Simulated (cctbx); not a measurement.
# What resolution and counting buy: KNb2BiS6

Space group Fm-3m (no. 225), a = 9.6860 Å, b = 9.6860 Å, c = 9.6860 Å, α = 90.00°, β = 90.00°, γ = 90.00°.

```
atom  mult.    x    y    z  Ueq (Å²)
 Bi1      4    0    0    0    0.0107
 Nb1      8  1/4  1/4  3/4    0.0118
  K1      4  1/2    0    0    0.0158
  S1     24  3/4    0  3/4    0.0174
```

The model was made for the exercise: a known structure type with other elements put in, its volume estimated, not relaxed; displacement parameters are assumed.

Five simulated data sets (cctbx; Ag Kα, λ = 0.56087 Å; 6 % proportional error) differ in resolution or exposure (noise floor 15 counts in the first three, 8 in the last two). Each is refined with the right model, isotropic at 1.1 Å and anisotropic otherwise. How do the figures of merit and the uncertainties move?

| d min (Å) | top counts | ⟨I/σ⟩ (unmerged, absences included) | unique | param. (scale apart) | Rint | R1 | GooF | largest s.u. xyz (fractional) | s.u. U of S1 (Å²) | largest error (Å) |
| --- | --- | --- | --- | --- | --- | --- | --- | --- | --- | --- |
| 1.1 | 40000 | 3.3 | 34 | 4 | 0.040 | 0.0124 | 1.32 | 0.00000 | 0.0012 | 0.0000 |
| 0.84 | 40000 | 3.2 | 63 | 6 | 0.044 | 0.0075 | 0.77 | 0.00000 | 0.0006 | 0.0000 |
| 0.6 | 40000 | 3.1 | 148 | 6 | 0.050 | 0.0099 | 0.94 | 0.00000 | 0.0002 | 0.0000 |
| 0.75 | 300 | 0.4 | 83 | 6 | 0.335 | 0.0417 | 0.83 | 0.00000 | 0.0023 | 0.0000 |
| 0.75 | 3000 | 1.6 | 83 | 6 | 0.077 | 0.0123 | 0.83 | 0.00000 | 0.0007 | 0.0000 |

The number of reflections grows roughly as 1/d³: 34, 63 and 148 here. R1 follows the noise rather than the truth: at 300 counts it is 0.0417, at 3000 counts 0.0123, while GooF is 0.83 and 0.83: the weights 1/σ² carry the noise. The s.u. of U (U11 where anisotropic) for S1 goes 0.0012, 0.0006, 0.0002 Å² with resolution and 0.0023, 0.0007 Å² with exposure.

The 1.1 Å row also differs in its displacement model, so it isn't a clean test of resolution.

Hardware for the 0.6 Å refinement: 0.63 s on 1 thread of Arm Neoverse N1 (shared host), peak memory 0.09 GiB.

[Logs are printed without paths, hosts, clocks, repeated set-up lines and the standing remarks that a program may print on its own settings, such as how far it seeks lower states.]
